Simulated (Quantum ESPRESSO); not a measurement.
## Collinear magnetic orders of LiFeP with Quantum ESPRESSO

A self-consistent run ends on one state, which hangs on the start. Several orders of LiFeP are started in Quantum ESPRESSO and their energies compared.

Method: PBEsol; plane waves with GBRV 1.5 PBEsol potentials, no spin-orbit coupling, in Quantum ESPRESSO 7.5.

## Step 1: The structure

It takes space group P4/nmm (No. 129, tetragonal). The conventional cell has a = 3.667 Å, b = 3.667 Å, c = 5.829 Å, α = 90.00°, β = 90.00°, γ = 90.00°. Nearest to Li lie 5 P at 2.63 to 2.72 Å and 4 Fe at 2.72 Å. Nearest to Fe lie 4 P at 2.19 Å and 4 Fe at 2.59 Å and 4 Li at 2.72 Å. P has 4 Fe at 2.19 Å and 5 Li at 2.63 to 2.72 Å nearest. Farther neighbours are not listed.

Structure file:

```cif
data_structure
_symmetry_space_group_name_H-M 'P 1'
_symmetry_Int_Tables_number 1
_cell_length_a 3.6669
_cell_length_b 3.6669
_cell_length_c 5.8293
_cell_angle_alpha 90.000
_cell_angle_beta 90.000
_cell_angle_gamma 90.000
_cell_volume 78.38
loop_
_atom_site_label
_atom_site_type_symbol
_atom_site_fract_x
_atom_site_fract_y
_atom_site_fract_z
_atom_site_occupancy
Li1 Li 0.00000 0.50000 0.65454 1
Li2 Li 0.50000 0.00000 0.34546 1
Fe3 Fe 0.00000 0.00000 0.00000 1
Fe4 Fe 0.50000 0.50000 0.00000 1
P5 P 0.50000 0.00000 0.79579 1
P6 P 0.00000 0.50000 0.20421 1
```

The cell comes from Materials Project 2023-11-01, a database of computed structures, and need not be the stable phase.

## Step 2: Run 1, typed as ferro ++

The signs are those of the starting moments on the seeded atoms, the atoms that are given a moment.

pw.in reads:

```
&CONTROL
  calculation = 'scf'
  prefix = 'pwscf'
  outdir = './tmp'
  pseudo_dir = './pseudo'
  disk_io = 'nowf'
/
&SYSTEM
  ibrav = 0
  celldm(1) = 8
  nat = 6
  ntyp = 3
  ecutwfc = 40
  ecutrho = 280
  nbnd = 37
  occupations = 'smearing'
  smearing = 'fd'
  degauss = 0.00734986
  nspin = 2
  starting_magnetization(1) = 0
  starting_magnetization(2) = 0.175
  starting_magnetization(3) = 0
/
&ELECTRONS
  conv_thr = 1.2d-08
  electron_maxstep = 150
  mixing_beta = 0.3
/
ATOMIC_SPECIES
Li      6.9400 li_pbesol_v1.4.uspp.F.UPF
Fe     55.8450 fe_pbesol_v1.5.uspp.F.UPF
P      30.9738 p_pbesol_v1.5.uspp.F.UPF
CELL_PARAMETERS alat
   0.8661855906792    0.0000000000000    0.0000000000000
   0.0000000000000    0.8661855906792    0.0000000000000
   0.0000000000000    0.0000000000000    1.3769733937646
ATOMIC_POSITIONS crystal
Li      0.0000000000    0.5000000000    0.6545373900
Li      0.5000000000    0.0000000000    0.3454626100
Fe      0.0000000000    0.0000000000    0.0000000000
Fe      0.5000000000    0.5000000000    0.0000000000
P       0.5000000000    0.0000000000    0.7957892200
P       0.0000000000    0.5000000000    0.2042107800
K_POINTS automatic
8 8 4 0 0 0
```

On the command line:

```sh
$ OMP_NUM_THREADS=1 mpirun -n 4 pw.x -nk 4 -in pw.in > pw.out
```

Log:

```text
Program PWSCF v.7.5 starts

     Message from routine setup:
     using ibrav=0 with symmetry is DISCOURAGED, use correct ibrav instead

     K-points division:     npool     =       4
     Subspace diagonalization in iterative solution of the eigenvalue problem:

     G-vector sticks info
     --------------------
     sticks:   dense  smooth     PW     G-vecs:    dense   smooth      PW
     Sum        1085     609    185                42007    18085    3129

     Using Slab Decomposition

     bravais-lattice index     =            0
     lattice parameter (alat)  =       8.0000  a.u.
     unit-cell volume          =     528.9534 (a.u.)^3
     number of atoms/cell      =            6
     number of atomic types    =            3
     number of electrons       =        48.00
     number of Kohn-Sham states=           37
     kinetic-energy cutoff     =      40.0000  Ry
     charge density cutoff     =     280.0000  Ry
     scf convergence threshold =      1.2E-08
     mixing beta               =       0.3000
     number of iterations used =            8  plain     mixing
     Exchange-correlation= SLA  PW   PSX  PSC
                           (   1   4  10   8   0   0   0)

     celldm(1)=   8.000000  celldm(2)=   0.000000  celldm(3)=   0.000000
     celldm(4)=   0.000000  celldm(5)=   0.000000  celldm(6)=   0.000000

     crystal axes: (cart. coord. in units of alat)
               a(1) = (   0.866186   0.000000   0.000000 )
               a(2) = (   0.000000   0.866186   0.000000 )
               a(3) = (   0.000000   0.000000   1.376973 )

     reciprocal axes: (cart. coord. in units 2 pi/alat)
               b(1) = (  1.154487  0.000000  0.000000 )
               b(2) = (  0.000000  1.154487  0.000000 )
               b(3) = (  0.000000  0.000000  0.726230 )

     PseudoPot. # 1 for Li read from file:
     li_pbesol_v1.4.uspp.F.UPF
     Pseudo is Ultrasoft, Zval =  3.0
     Generated by new atomic code, or converted to UPF format
     Using radial grid of  751 points,  5 beta functions with:
                l(1) =   0
                l(2) =   0
                l(3) =   0
                l(4) =   1
                l(5) =   1
     Q(r) pseudized with 10 coefficients,  rinner =    1.150   1.150   1.150

     PseudoPot. # 2 for Fe read from file:
     fe_pbesol_v1.5.uspp.F.UPF
     Pseudo is Ultrasoft + core correction, Zval = 16.0
     Generated by new atomic code, or converted to UPF format
     Using radial grid of  861 points,  6 beta functions with:
                l(1) =   0
                l(2) =   0
                l(3) =   1
                l(4) =   1
                l(5) =   2
                l(6) =   2
     Q(r) pseudized with  8 coefficients,  rinner =    1.000   1.000   1.000
                                                       1.000   1.000

     PseudoPot. # 3 for P  read from file:
     p_pbesol_v1.5.uspp.F.UPF
     Pseudo is Ultrasoft + core correction, Zval =  5.0
     Generated by new atomic code, or converted to UPF format
     Using radial grid of  903 points,  6 beta functions with:
                l(1) =   0
                l(2) =   0
                l(3) =   1
                l(4) =   1
                l(5) =   2
                l(6) =   2
     Q(r) pseudized with  8 coefficients,  rinner =    1.300   1.300   1.300
                                                       1.300   1.300

     atomic species   valence    mass     pseudopotential
     Li                3.00     6.94000     Li( 1.00)
     Fe               16.00    55.84500     Fe( 1.00)
     P                 5.00    30.97380     P ( 1.00)

     Starting magnetic structure
     atomic species   magnetization
     Li              0.000
     Fe              0.175
     P               0.000

     16 Sym. Ops., with inversion, found ( 8 have fractional translation)

   Cartesian axes

     site n.     atom                  positions (alat units)
         1        Li     tau(   1) = (   0.0000000   0.4330928   0.9012806  )
         2        Li     tau(   2) = (   0.4330928   0.0000000   0.4756928  )
         3        Fe     tau(   3) = (   0.0000000   0.0000000   0.0000000  )
         4        Fe     tau(   4) = (   0.4330928   0.4330928   0.0000000  )
         5        P      tau(   5) = (   0.4330928   0.0000000   1.0957806  )
         6        P      tau(   6) = (   0.0000000   0.4330928   0.2811928  )

     number of k points=    45  Fermi-Dirac smearing, width (Ry)=  0.0073
                       cart. coord. in units 2pi/alat
        k(    1) = (   0.0000000   0.0000000   0.0000000), wk =   0.0039062
        k(    2) = (   0.0000000   0.0000000   0.1815576), wk =   0.0078125
        k(    3) = (   0.0000000   0.0000000  -0.3631152), wk =   0.0039062
        k(    4) = (   0.0000000   0.1443109   0.0000000), wk =   0.0156250
        k(    5) = (   0.0000000   0.1443109   0.1815576), wk =   0.0312500
        [... 40 further k-points ...]

     Dense  grid:    42007 G-vectors     FFT dimensions: (  40,  40,  60)

     Smooth grid:    18085 G-vectors     FFT dimensions: (  30,  30,  45)

     Check: negative core charge=   -0.000026
     Generating pointlists ...
     new r_m :   0.2558 (alat units)  2.0463 (a.u.) for type    1
     new r_m :   0.2130 (alat units)  1.7040 (a.u.) for type    2
     new r_m :   0.2130 (alat units)  1.7040 (a.u.) for type    3

     Initial potential from superposition of free atoms

     starting charge      45.0981, renormalised to      48.0000
     Starting wfcs are   44 randomized atomic wfcs

     Self-consistent Calculation

     iteration #  1     ecut=    40.00 Ry     beta= 0.30
     Davidson diagonalization with overlap
     ethr =  1.00E-02,  avg # of iterations =  4.3

     total energy              =    -554.46513622 Ry
     estimated scf accuracy    <      16.46747183 Ry

     total magnetization       =     2.71 Bohr mag/cell
     absolute magnetization    =     2.97 Bohr mag/cell

     iteration #  2     ecut=    40.00 Ry     beta= 0.30
     Davidson diagonalization with overlap
     ethr =  1.00E-02,  avg # of iterations =  3.0

     total energy              =    -558.20007128 Ry
     estimated scf accuracy    <      30.20639628 Ry

     total magnetization       =     0.49 Bohr mag/cell
     absolute magnetization    =     0.52 Bohr mag/cell

     iteration #  3     ecut=    40.00 Ry     beta= 0.30
     Davidson diagonalization with overlap
     ethr =  1.00E-02,  avg # of iterations =  2.0

     total energy              =    -560.29515273 Ry
     estimated scf accuracy    <       0.55860079 Ry

     total magnetization       =     1.52 Bohr mag/cell
     absolute magnetization    =     2.18 Bohr mag/cell

     [... further iterations left out ...]

     iteration # 14     ecut=    40.00 Ry     beta= 0.30
     Davidson diagonalization with overlap
     ethr =  1.33E-08,  avg # of iterations =  1.2

     total energy              =    -560.40578767 Ry
     estimated scf accuracy    <       0.00000076 Ry

     total magnetization       =     0.02 Bohr mag/cell
     absolute magnetization    =     0.02 Bohr mag/cell

     iteration # 15     ecut=    40.00 Ry     beta= 0.30
     Davidson diagonalization with overlap
     ethr =  1.59E-09,  avg # of iterations =  3.4

     total energy              =    -560.40579092 Ry
     estimated scf accuracy    <       0.00000007 Ry

     total magnetization       =     0.00 Bohr mag/cell
     absolute magnetization    =     0.00 Bohr mag/cell

     iteration # 16     ecut=    40.00 Ry     beta= 0.30
     Davidson diagonalization with overlap
     ethr =  1.44E-10,  avg # of iterations =  4.1

     total energy              =    -560.40579127 Ry
     estimated scf accuracy    <       0.00000002 Ry

     total magnetization       =    -0.00 Bohr mag/cell
     absolute magnetization    =     0.00 Bohr mag/cell

     iteration # 17     ecut=    40.00 Ry     beta= 0.30
     Davidson diagonalization with overlap
     ethr =  3.22E-11,  avg # of iterations =  2.8

     Magnetic moment per site  (integrated on atomic sphere of radius R)
     atom   1 (R=0.256)  charge=  2.4438  magn=  0.0000
     atom   2 (R=0.256)  charge=  2.4438  magn=  0.0000
     atom   3 (R=0.213)  charge= 13.9272  magn=  0.0002
     atom   4 (R=0.213)  charge= 13.9272  magn=  0.0002
     atom   5 (R=0.213)  charge=  2.4757  magn= -0.0000
     atom   6 (R=0.213)  charge=  2.4757  magn= -0.0000

     End of self-consistent calculation

     [... lines left out ...]
     the Fermi energy is     9.7641 ev

!    total energy              =    -560.40579133 Ry
     estimated scf accuracy    <          7.7E-09 Ry
     smearing contrib. (-TS)   =      -0.00709238 Ry
     internal energy E=F+TS    =    -560.39869895 Ry

     The total energy is F=E-TS. E is the sum of the following terms:
     one-electron contribution =    -516.94667173 Ry
     hartree contribution      =     273.39376069 Ry
     xc contribution           =     -76.60246087 Ry
     ewald contribution        =    -240.24332704 Ry

     total magnetization       =     0.00 Bohr mag/cell
     absolute magnetization    =     0.00 Bohr mag/cell

     convergence has been achieved in  17 iterations

=------------------------------------------------------------------------------=
   JOB DONE.
=------------------------------------------------------------------------------=
```

Run time: 49 s. Hardware: 4 MPI ranks of Arm Neoverse V2, shared host; peak memory 0.53 GiB; 3.2 min of CPU time.

Spin moment in the atom's sphere by atom:

| atom | spin moment in the atom's sphere (μB) |
| --- | --- |
| Li1 | 0.0000 |
| Li2 | 0.0000 |
| Fe3 | 0.0002 |
| Fe4 | 0.0002 |
| P5 | 0.0000 |
| P6 | 0.0000 |

This step gave:

```yaml
smearing_term_ts: 0.09650 eV
magnetization: 0 μB
absolute_magnetization: 0 μB
final_state: non-magnetic
```

Valence density in the ac plane at fractional y = 0.000, with atoms of Li and Fe and P within 0.2 Å of it. It is the smooth field of the valence electrons, not physical close to the nuclei.

Ten steps, logarithmic in the rise over the least value, from '0' (0 e/Å³) to '9' (22 e/Å³), each cell a mean:
```
99632222222479
87432222222357
44323322233234
22223223222222
11122234222211
00122222222110
00112222222100
00011222221000
00001111110000
00000011100000
00000000000000
00000011000000
00000145300000
00000378620000
00000378620000
00000145310000
11000011100001
11110000000111
32210000001123
76321100011246
98631111112379
99732111112489
```
Columns run along a (3.7 Å), rows up along c (5.8 Å). Atoms in or near the plane, at fractional coordinates: Li at (0.50, 0.35), Fe at (0.00, 0.00), P at (0.50, 0.80).

(Part 1 of 2 ends here.)

[Logs and program files are shortened in this print: banners, set-up blocks, solver, clock and traceback lines can be left out without a mark of their own.]

[Logs are printed without paths, hosts, clocks, repeated set-up lines and the standing remarks that a program may print on its own settings, such as how far it seeks lower states.]

[Hosts, paths, dates, database ids (printed as entryN), source tags and the programs' standing remarks are cut or masked in the printed files.]

[Where a cell is said to come from a database of computed structures, the database is the Materials Project.]
